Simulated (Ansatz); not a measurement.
## k-point convergence of GW for SiO2 (P6_322)

Aim: the G0W0 gap of SiO2 (P6_322) on a series of meshes, at fixed bands and cutoff.

Program: Ansatz 0.2.0. Level of theory: G0W0 on LDA, plane waves, PAW; PAW set soft_1. Results are calculated unless marked as measured.

## 1. Set-up

It takes space group P6_322 (No. 182, hexagonal). Conventional cell: a = 5.069 Å, b = 5.069 Å, c = 8.558 Å, α = 90.00°, β = 90.00°, γ = 120.00°. Nearest to Si lie 4 O at 1.60 to 1.61 Å. O has 2 Si at 1.61 Å nearest. O has 2 Si at 1.60 Å nearest. Farther neighbours and most contacts between anions are not listed.

The cell and positions are those that the Materials Project relaxed with its own functionals (PBE, PBE+U or r2SCAN), kept fixed.

## 2. The 3×3×2 mesh

G0W0 replaces the xc potential by the self-energy, built once from these orbitals. Only a window of levels is corrected, while the sums run over the empty bands that the input names. This step takes PAW set soft_1 files.

input.yaml reads:

```yaml
crystal:
  lattice:
    - [5.0690738885, 0.0, 0.0]
    - [-2.5345369442, 4.3899467611, 0.0]
    - [0.0, 0.0, 8.55848854]
  atoms:
    - { symbol: Si, position: [0.66666667, 0.33333333, 0.9371258] }
    - { symbol: Si, position: [0.66666667, 0.33333333, 0.5628742] }
    - { symbol: Si, position: [0.33333333, 0.66666667, 0.0628742] }
    - { symbol: Si, position: [0.33333333, 0.66666667, 0.4371258] }
    - { symbol: O, position: [0.0, 0.42125874, 0.0] }
    - { symbol: O, position: [0.42125874, 0.42125874, 0.5] }
    - { symbol: O, position: [0.57874126, 0.0, 0.5] }
    - { symbol: O, position: [0.57874126, 0.57874126, 0.0] }
    - { symbol: O, position: [0.0, 0.57874126, 0.5] }
    - { symbol: O, position: [0.66666667, 0.33333333, 0.75] }
    - { symbol: O, position: [0.33333333, 0.66666667, 0.25] }
    - { symbol: O, position: [0.42125874, 0.0, 0.0] }
kpoints:
  mp_grid: { grid: [3, 3, 2] }
hamiltonian:
  xc: lda
  pseudopotentials: { kind: paw, azcp: { folder: soft_1 }, xc_functional: pbe }
scf:
  occupations: { method: fixed }
gw:
  n_empty_bands: 432
  ecut_chi: 100
  qp_bands: [v4, c4]
  qp_kpoints: band_edges
  screening: { model: contour_deformation }
```

Command:

```bash
> ansatz run input.yaml --threads 2 --pin off --max-ram 92160MiB --backend cuda --events-out ev --progress --plain --runs-dir out --devices 1 --max-vram 13GiB
```

Numbers of over 12 decimals in the logs are rounded to 6 here.

What it wrote:

```text
GPUs: using 1 of 1 available (devices: 1).
Engine: ansatz 0.2.0, x86_64-unknown-linux-gnu
Pseudopotentials: kind: paw
Pseudopotential: Si, paw, valence charge 4, recommended cutoff 420 eV (normal), soft_1/Si.paw.azcp
Pseudopotential: O, paw, valence charge 6, recommended cutoff 420 eV (normal), soft_1/O.paw.azcp
Functional definition: SPW92
  exchange = slater_x
  correlation = pw_c
device memory: the entry about to start is reckoned to put 2.0 GiB on a device that reports 53.5 GiB free (of which the cap on the GPU budget leaves the run 13.0 GiB)
GPU FFT provider: cuFFT
GPU libraries: cuBLAS 13.8.2, cuFFT 12.4.0, cuSOLVER 12.3.4
Crystal: 12 atoms, lattice volume = 190.452 Å³
Basis set: ecut = 420 eV, 3755 PW (Γ)
Bands: 44, of which v1, the nominal top of the filled ones, is band 32 counted from 1 (31 counted from 0)
Symmetry: 12 space group operations
Space group: P6322 (ITA 182), of the structure as read, at distance tolerance 5.8e-5 Å
k-points: 6 of 18
Non-local potential: Si, projectors of the file, l = 0: 2, l = 1: 2, l = 2: 1
Non-local potential: O, projectors of the file, l = 0: 2, l = 1: 2, l = 2: 1
PAW form: soft (Blöchl's): semilocal exchange-correlation on the pseudo side does not see the compensation charge
PAW frozen core: Si, regenerated for the run's functional, and the local potential with it (the file was generated under x = pbe(κ = 0.804, μ = 0.219515), c = pbe(β = 0.066725))
PAW frozen core: O, regenerated for the run's functional, and the local potential with it (the file was generated under x = pbe(κ = 0.804, μ = 0.219515), c = pbe(β = 0.066725))
PAW one-centre angular grid: Si, 110 points (default); XC on 64 Gauss nodes
PAW one-centre angular grid: O, 110 points (default); XC on 64 Gauss nodes
Initial density: superposition of atomic densities (chi_scale 0.1, normalization cell, long waves kept (reshape's long-wave potential 0.01 eV rms))
Initial wavefunctions: pseudopotential atomic-orbital guess
GPU buffer pool allocated for 77760 grid points (all kernels)
GPU transforms: local potential and band sums: pruned to the plane-wave sphere, on 36×36×60
Functional: x = slater, c = lda
SCF iter   1: F=—  HF=-6897.589463 eV  |F-HF|=—  |Δ(HF+E_count)|=         —  Δρ=1.15e-1  dr2=2.28e1  ethr=3.10e-3  ⟨swp⟩=4.8  Hψ=1076  notcnv=0  defer=54
preconditioner: auto → Resta (q_TF=auto, 2.275 Å⁻¹)  ε∞=2.5  [insulator: Δε(μ)=7.285 eV  Ē_g=17.846 eV  n_scr=36 (ndim 8)  ℏωp=21.5 eV  f_vac=0.184  ε∞_Penn≈2.5]
SCF iter   2: F=—  HF=-6891.078872 eV  |F-HF|=—  |Δ(HF+E_count)|=    6.51e0  Δρ=4.00e-2  dr2=1.22e0  ethr=3.10e-3  ⟨swp⟩=3.7  Hψ=725  notcnv=0  defer=56
SCF iter   3: F=—  HF=-6890.796020 eV  |F-HF|=—  |Δ(HF+E_count)|=   2.83e-1  Δρ=1.80e-2  dr2=3.81e-1  ethr=1.91e-3  ⟨swp⟩=2.8  Hψ=364  notcnv=0  defer=58
SCF iter   4: F=—  HF=-6890.707438 eV  |F-HF|=—  |Δ(HF+E_count)|=   8.86e-2  Δρ=1.45e-3  dr2=4.31e-3  ethr=5.95e-4  ⟨swp⟩=3.0  Hψ=442  notcnv=0  defer=60
SCF iter   5: F=—  HF=-6890.711417 eV  |F-HF|=—  |Δ(HF+E_count)|=   3.98e-3  Δρ=3.24e-4  dr2=2.34e-4  ethr=6.73e-6  ⟨swp⟩=2.8  Hψ=429  notcnv=0  defer=60
SCF iter   6: F=—  HF=-6890.711603 eV  |F-HF|=—  |Δ(HF+E_count)|=   1.86e-4  Δρ=5.95e-5  dr2=8.36e-6  ethr=3.66e-7  ⟨swp⟩=2.2  Hψ=409  notcnv=0  defer=60
SCF iter   7: F=—  HF=-6890.711624 eV  |F-HF|=—  |Δ(HF+E_count)|=   2.10e-5  Δρ=2.35e-5  dr2=7.29e-7  ethr=1.31e-8  ⟨swp⟩=2.0  Hψ=404  notcnv=0  defer=59
SCF iter   8: F=—  HF=-6890.711624 eV  |F-HF|=—  |Δ(HF+E_count)|=   1.42e-7  Δρ=1.38e-5  dr2=2.60e-7  ethr=1.56e-10  ⟨swp⟩=15.7  Hψ=1531  notcnv=0
SCF iter   9: F=-6890.711624 eV  HF=-6890.711624 eV  |F-HF|=5.36e-9  |Δ(HF+E_count)|=   2.78e-8  Δρ=4.87e-6  dr2=3.49e-8  ethr=1.56e-10  ⟨swp⟩=3.7  Hψ=679  notcnv=0
SCF 1 converged in 9 iterations: F = -6890.711624 eV  dr2 = 3.49e-8
[...]
device memory: the entry about to start is reckoned to put 2.5 GiB on a device that reports 60.0 GiB free (of which the cap on the GPU budget leaves the run 13.0 GiB)
NSCF: frozen V_eff on 6 k-points
[...]
device memory: the entry about to start is reckoned to put 4.5 GiB on a device that reports 60.1 GiB free (of which the cap on the GPU budget leaves the run 13.0 GiB)
NSCF: frozen V_eff on 6 k-points
G₀W₀ screening: q 1/6
[... further progress lines ...]
device memory: the entry about to start is reckoned to put 0.8 GiB on a device that reports 58.3 GiB free (of which the cap on the GPU budget leaves the run 13.0 GiB)
NSCF: frozen V_eff on 1 k-points
device memory: the entry about to start is reckoned to put 0.8 GiB on a device that reports 58.2 GiB free (of which the cap on the GPU budget leaves the run 13.0 GiB)
NSCF: frozen V_eff on 1 k-points
SCF converged after 9 iterations
Free energy (F): -6890.711624 eV
Harris-Foulkes:  -6890.711624 eV  (|F-HF|=5.36e-9)
Internal energy: -6890.711624 eV  (E = F + TS)
E sigma→0 (E₀):  -6890.711624 eV
Fermi energy:    0.234054 eV
--- Per-component energies (eV) ---
  E_band       = -426.582189
  E_kinetic    = 1547.027630
  E_local      = -4951.807787  (includes V_loc(G=0)·N_el)
  E_nonlocal   = 529.156275
  E_hartree    = 1873.222947
  E_xc         = -789.195536
  E_vxc        = -919.339610  (∫ρ·V_xc dr)
  E_paw        = -3165.691281  (= ΣΔE_a)
  E_vpaw       = -378.070710  (= ΣTr[D̂ρ^β])
  E_aug_tail   = 0.006859  (compensation charges beyond the density's cutoff)
  E_ewald      = -1934.543426
  E_core_change = 1.112695  (= ΣΔE_core)
  E_smearing   = -0.000000  (= −TS)
  E_closure    = 0.000000  (closes the sum)
  Σ components = -6890.711624   (vs F -6890.711624, Δ=0.00e0)
--- Band table (eV; the first three rows and the last of 6) ---
  k-point 0: bands = [... 28 lower, -0.4296, -0.3816, 0.2316, 0.2316, 5.6609, 7.9415, 8.3153, 8.9010, ... 8 higher]
  k-point 1: bands = [... 28 lower, -0.3613, -0.3613, 0.0668, 0.0668, 6.4456, 6.4456, 9.2835, 9.2835, ... 8 higher]
  k-point 2: bands = [... 28 lower, -0.4815, -0.3847, -0.2401, 0.2341, 6.9127, 8.7005, 9.0187, 9.1508, ... 8 higher]
  k-point 5: bands = [... 28 lower, -0.4402, -0.4402, -0.2930, -0.2930, 8.7052, 8.7052, 8.8906, 8.8906, ... 8 higher]
--- G₀W₀: contour deformation, 5 samples at zero and on the imaginary axis and 2 off it, 18 q-points, 432 empty bands' worth ---
  eigenvalues of the whole cell's RPA ε∞ on this k-mesh (on a slab, of 1 + 4πα/V) = 2.1060, 2.1060, 2.1161; static W/v taken at q = 0 is 0.474230
  bands read: the sum over 464 bands ends inside a degenerate multiplet in 2 slots, whose members it reads at an even weight; the widest, k=0: bands 464 to 465 (counted from 1) at 1/2 each
  gw.qp_kpoints: band_edges: 6 of 6 stored k-points solved, in 1 pass; an edge of the gap read off the rows below is read off those points alone
    ik  band        ε_KS         Σx   Σc(E_QP)       V_xc       Z   E_QP_lin       E_QP  E_QP is
     0    29     -0.4296   -26.2643     4.1960   -20.3700  0.8067    -2.1537    -2.1278  root
     0    30     -0.3816   -26.3373     4.2012   -20.4468  0.8068    -2.0963    -2.0708  root
     0    31      0.2316   -26.8540     4.1727   -21.0998  0.8079    -1.3710    -1.3498  root
     0    32      0.2316   -26.8540     4.1727   -21.0998  0.8079    -1.3710    -1.3498  root
     0    33      5.6609    -5.5869    -2.9686    -9.9533  0.8803     7.0690     7.0587  root
     0    34      7.9415    -7.9584    -3.6186   -13.5139  0.8608     9.9029     9.8784  root
     0    35      8.3153    -4.6257    -2.6822    -8.7072  0.8780     9.7265     9.7147  root
     0    36      8.9010    -6.1416    -3.8220   -11.9806  0.8641    10.9450    10.9180  root
     1    29     -0.3613   -26.3110     4.1958   -20.4497  0.8064    -2.0517    -2.0268  root
     1    30     -0.3613   -26.3110     4.1958   -20.4497  0.8064    -2.0517    -2.0268  root
     1    31      0.0668   -26.6217     4.1544   -20.8646  0.8078    -1.5579    -1.5359  root
     1    32      0.0668   -26.6217     4.1544   -20.8646  0.8078    -1.5579    -1.5359  root
     1    33      6.4456    -5.9564    -2.9801   -10.4218  0.8763     7.9431     7.9309  root
     1    34      6.4456    -5.9564    -2.9801   -10.4218  0.8763     7.9431     7.9309  root
[...]
5    32     -0.2930   -26.3108     4.2013   -20.4433  0.8064    -1.9839    -1.9590  root
     5    33      8.7052    -8.7233    -3.8178   -14.6968  0.8537    10.8931    10.8608  root
     5    34      8.7052    -8.7233    -3.8178   -14.6968  0.8537    10.8931    10.8608  root
     5    35      8.8906    -4.1471    -2.7592    -8.2986  0.8790    10.2948    10.2829  root
     5    36      8.8906    -4.1471    -2.7592    -8.2986  0.8790    10.2948    10.2829  root
```

Wall time 21 s (1 × NVIDIA H100 80GB HBM3 (shared by 6 runs) with 2 threads of AMD EPYC 7R13 (Zen 3), shared host); peak memory 1.5 GiB; 23 s of CPU time.

The column dr2 measures how far the density is from self-consistency, as an energy; F and HF (Harris–Foulkes) agree once it is small.

This step gave:

| Quantity | Value |
| --- | --- |
| bands summed | 464 |
| RPA ε∞ on this mesh (eigenvalues) | 2.106, 2.106, 2.116 |
| plane waves in the screening matrix | 403 |
| q-points in the mesh | 18 |
| G0W0 gap on the mesh | 8.405 eV |
| k of the valence top | 0, 0.3333, 0 |
| k of the conduction bottom | 0, 0, 0 |
| starting gap on the mesh | 5.427 eV |
| Z at the valence top | 0.8079 |
| Z at the conduction bottom | 0.8803 |
| least direct G0W0 gap on the computed points | 8.409 eV |

The gap on the mesh goes from 5.43 eV to 8.40 eV, a correction of +2.98 eV. Between the two edge states, bare exchange in place of the xc potential would open the gap by 10.12 eV, and correlation takes back 7.14 eV.

## 3. The 6×6×2 mesh

Only the mesh changes. It samples the long-range screening, which converges on its own terms.

input.yaml: that of step 2 with these lines changed.

```diff
@@ -19,3 +19,3 @@
 kpoints:
-  mp_grid: { grid: [3, 3, 2] }
+  mp_grid: { grid: [6, 6, 2] }
 hamiltonian:
```

What it wrote:

```text
GPUs: using 1 of 1 available (devices: 1).
[...]
GPU FFT provider: cuFFT
GPU libraries: cuBLAS 13.8.2, cuFFT 12.4.0, cuSOLVER 12.3.4
Crystal: 12 atoms, lattice volume = 190.452 Å³
Basis set: ecut = 420 eV, 3755 PW (Γ)
Bands: 44, of which v1, the nominal top of the filled ones, is band 32 counted from 1 (31 counted from 0)
[... 1 set-up line as in the run before ...]
[...]
k-points: 14 of 72
[...]
GPU buffer pool allocated for 77760 grid points (all kernels)
[...]
SCF iter   1: F=—  HF=-6897.588210 eV  |F-HF|=—  |Δ(HF+E_count)|=         —  Δρ=1.15e-1  dr2=2.28e1  ethr=3.10e-3  ⟨swp⟩=4.9  Hψ=2472  notcnv=0  defer=121
[...]
SCF iter   9: F=-6890.711345 eV  HF=-6890.711345 eV  |F-HF|=2.07e-8  |Δ(HF+E_count)|=   2.27e-7  Δρ=7.71e-6  dr2=7.75e-8  ethr=1.56e-10  ⟨swp⟩=13.6  Hψ=3825  notcnv=0
SCF 1 converged in 9 iterations: F = -6890.711345 eV  dr2 = 7.75e-8
[...]
0    29     -0.4299   -26.2481     4.1906   -20.3700  0.8068    -2.1429    -2.1174  root
     0    30     -0.3819   -26.3217     4.1962   -20.4469  0.8069    -2.0856    -2.0605  root
     0    31      0.2314   -26.8413     4.1658   -21.0998  0.8081    -1.3650    -1.3441  root
     0    32      0.2314   -26.8413     4.1658   -21.0998  0.8081    -1.3650    -1.3441  root
     0    33      5.6608    -5.6090    -2.9507    -9.9533  0.8810     7.0645     7.0544  root
     0    34      7.9413    -7.9877    -3.6010   -13.5140  0.8614     9.8903     9.8665  root
     0    35      8.3151    -4.6300    -2.6719    -8.7073  0.8785     9.7323     9.7205  root
     0    36      8.9010    -6.1533    -3.8120   -11.9806  0.8644    10.9429    10.9162  root
[...]
13    33      8.7051    -8.7305    -3.8112   -14.6969  0.8540    10.8923    10.8603  root
    13    34      8.7051    -8.7305    -3.8112   -14.6969  0.8540    10.8923    10.8603  root
    13    35      8.8904    -4.1503    -2.7515    -8.2987  0.8794    10.2991    10.2872  root
    13    36      8.8904    -4.1503    -2.7515    -8.2987  0.8794    10.2991    10.2872  root
[key lines of the parts left out:]
SCF converged after 9 iterations
Free energy (F): -6890.711345 eV
Fermi energy:    0.248345 eV
```

Elapsed: 60 s, on 1 × NVIDIA H100 80GB HBM3 (shared by 6 runs) with 2 threads; peak memory 2 GiB.

Numbers from this step:

- bands summed: 464
- RPA ε∞ on this mesh (eigenvalues): 2.103, 2.103, 2.116
- plane waves in the screening matrix: 403
- q-points in the mesh: 72
- G0W0 gap on the mesh: 8.377 eV
- k of the valence top: 0, -0.5, 0
- k of the conduction bottom: 0, 0, 0
- starting gap on the mesh: 5.412 eV
- Z at the valence top: 0.8081
- Z at the conduction bottom: 0.8810
- least direct G0W0 gap on the computed points: 8.399 eV

Against the run with 3×3×2 mesh, 432 empty bands, screening to 100 eV, PAW set soft_1 files, the gap moves by −0.03 eV. A band edge is found at another k point on this mesh.

## 4. The 6×6×4 mesh

input.yaml: that of step 3 with these lines changed.

```diff
@@ -19,3 +19,3 @@
 kpoints:
-  mp_grid: { grid: [6, 6, 2] }
+  mp_grid: { grid: [6, 6, 4] }
 hamiltonian:
```

What it wrote:

```text
GPUs: using 1 of 1 available (devices: 1).
[...]
GPU FFT provider: cuFFT
GPU libraries: cuBLAS 13.8.2, cuFFT 12.4.0, cuSOLVER 12.3.4
Crystal: 12 atoms, lattice volume = 190.452 Å³
Basis set: ecut = 420 eV, 3755 PW (Γ)
Bands: 44, of which v1, the nominal top of the filled ones, is band 32 counted from 1 (31 counted from 0)
[... 1 set-up line as in the run before ...]
[...]
k-points: 21 of 144 (time reversal used)
[...]
0    36      8.9010    -6.1559    -3.8102   -11.9807  0.8645    10.9421    10.9155  root
[...]
20    33      8.7051    -8.7352    -3.8086   -14.6969  0.8541    10.8901    10.8582  root
    20    34      8.7051    -8.7352    -3.8086   -14.6969  0.8541    10.8901    10.8582  root
    20    35      8.8905    -4.1508    -2.7504    -8.2988  0.8795    10.2998    10.2879  root
    20    36      8.8905    -4.1508    -2.7504    -8.2988  0.8795    10.2998    10.2879  root
[key lines of the parts left out:]
SCF converged after 9 iterations
Free energy (F): -6890.710900 eV
Fermi energy:    0.275543 eV
```

Wall time 73 s (1 × NVIDIA H100 80GB HBM3 (shared by 6 runs) with 2 threads); peak memory 2.6 GiB.

This step gave:

* bands summed: 464
* RPA ε∞ on this mesh (eigenvalues): 2.103, 2.103, 2.116
* plane waves in the screening matrix: 403
* G0W0 gap on the mesh: 8.343 eV
* k of the valence top: 0, 0, 0.25
* k of the conduction bottom: 0, 0, 0
* starting gap on the mesh: 5.385 eV
* least direct G0W0 gap on the computed points: 8.396 eV

Against the run with 6×6×2 mesh, 432 empty bands, screening to 100 eV, PAW set soft_1 files, the gap moves by −0.03 eV, while the start moved by −0.03 eV. A band edge is found at another k point on this mesh.

## 5. The meshes together

Times are wall times on 1 × NVIDIA H100 80GB HBM3 (shared by 6 runs) with 2 threads of AMD EPYC 7R13 (Zen 3), shared host, good to a factor of about two.

```
 mesh  points  irreducible  start (eV)  G0W0 (eV)  shift (eV)  RPA ε∞ (mean)  time
3×3×2      18            6       5.427      8.405      +2.978           2.11  21 s
6×6×2      72           14       5.412      8.377      +2.964           2.11  60 s
6×6×4     144           21       5.385      8.343      +2.957           2.11  73 s
```

## 6. Results

```yaml
3x3x2: 8.405 eV (shift +2.978)
6x6x2: 8.377 eV (shift +2.964)
6x6x4: 8.343 eV (shift +2.957)
settings: LDA start, 432 empty bands, 100 eV
```

**Reading.** The shift is +2.98 eV on 3×3×2 and +2.96 eV on 6×6×4. On 6×6×4 the edges lie at (0.000, 0.000, 0.250) and Γ, on 6×6×2 at (0.000, 0.500, 0.000) and Γ, so these two shifts belong to different pairs of states. The RPA ε∞ (mean) ranges from 2.11 to 2.11 and ends at 2.11. From 18 to 144 points the time grows 3.5-fold. Bands and cutoff are modest here, so the values stand off the basis limit.

[Paths, hosts, dates, memory and timing lines, banners, echoed tables and standing remarks are left out of the program output.]

[Logs are printed without paths, hosts, clocks, repeated set-up lines and the standing remarks that a program may print on its own settings, such as how far it seeks lower states.]

[Runs of the session that timed out or met a known fault of the program may be left out.]

[Cells called generated may have been cut or substituted from an entry of the Crystallography Open Database or the Materials Project.]

[Hosts, paths, dates, database ids (printed as entryN), source tags and the programs' standing remarks are cut or masked in the printed files.]
